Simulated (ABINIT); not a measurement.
Records of electronic-structure calculations.

## Beyond one shot: CdTe (F-43m)

It takes space group F-43m (No. 216, cubic). The conventional cell has a = 6.410 Å, b = 6.410 Å, c = 6.410 Å, α = 90.00°, β = 90.00°, γ = 90.00°. Nearest to Cd lie 4 Te at 2.78 Å. Te has 4 Cd at 2.78 Å nearest. Farther neighbours, and contacts between anions beyond the nearest, are not listed.

```
Cd Te
1.0
     0.00000    3.20500    3.20500
     3.20500    0.00000    3.20500
     3.20500    3.20500    0.00000
Cd Te
1 1
Direct
  0.00000 0.00000 0.00000
  0.25000 0.25000 0.25000
```

- method: RPA screening on PBE from quasiparticle energies and orbitals, plane waves, norm-conserving pseudopotentials (and 4 further levels or steps)
- program: ABINIT 10.8.3
- settings: cutoff 47 Ha, PseudoDojo scalar-relativistic 0.4.1 standard, norm-conserving, ngkpt (4, 4, 4), nband 94, ecuteps 4 Ha, gwcalctyp 28, inclvkb 2, shiftk (0, 0, 0), symchi 1, awtr 1, frequency ppm, cycle 5, q points all but q = 0, 4×4×4 k-mesh
- cost: 16 runs, 33 min in all on 4 MPI ranks of Arm Neoverse V1, shared host
- notes: The database entry behind the starting cell differs from other determinations of this structure. The cell and positions come from the Crystallography Open Database and are kept as given unless a step says otherwise. Limits: no spin-orbit coupling. The 4×4×4 mesh is coarse for this cell, which bears on the long-range parts of exchange and screening. The norm-conserving file of at least one element keeps a d shell over frozen s and p shells of the same row. Exchange with those shells is missing from the self-energy, an error of 0.3 to 0.9 eV in cases checked, whose sign depends on which edge lies on those atoms.
- G0W0: 1.993 eV
- QSGW, cycle 1: 2.223 eV
- QSGW, cycle 2: 2.315 eV
- QSGW, cycle 3: 2.397 eV
- QSGW, cycle 4: 2.376 eV
- QSGW, cycle 5: 2.394 eV
- known limits: short of the basis limit; exchange with frozen shells missing; no spin-orbit coupling; coarse k mesh

Only the bands that the input lists are updated; the higher empty ones keep the functional's energies. QSGW ends at 2.39 eV, +0.40 eV from G0W0, after 5 cycles that took 31 min beside the first screening; the last moved the gap by 0.018 eV.

[Long decimals in the printed logs are rounded to 6 places.]

[Logs are printed without paths, hosts, clocks, repeated set-up lines and the standing remarks that a program may print on its own settings, such as how far it seeks lower states.]

[Paths, hosts, dates, memory and timing lines, banners, echoed tables and standing remarks are left out of the program output; an Ansatz launch command may be rebuilt from the run's recorded settings. Measured values are a selection of at most five: reports struck by readers or far from the other reports are left out. None is set beside runs whose start may be inverted or whose files or cutoffs have a known fault.]

[Runs of the session that timed out or met a known fault of the program may be left out.]

[Hosts, paths, dates, database ids (printed as entryN), source tags and the programs' standing remarks are cut or masked in the printed files.]

[G0W0 gaps are taken among the corrected bands and points alone; a level outside them can change the order at an edge.]

[Where Ansatz stands beside ABINIT at settings called matched, ABINIT's density can come from a denser mesh and the files from another edition; pairs whose starting gaps differed by over 0.03 eV were left out, so agreement reads better than it is.]
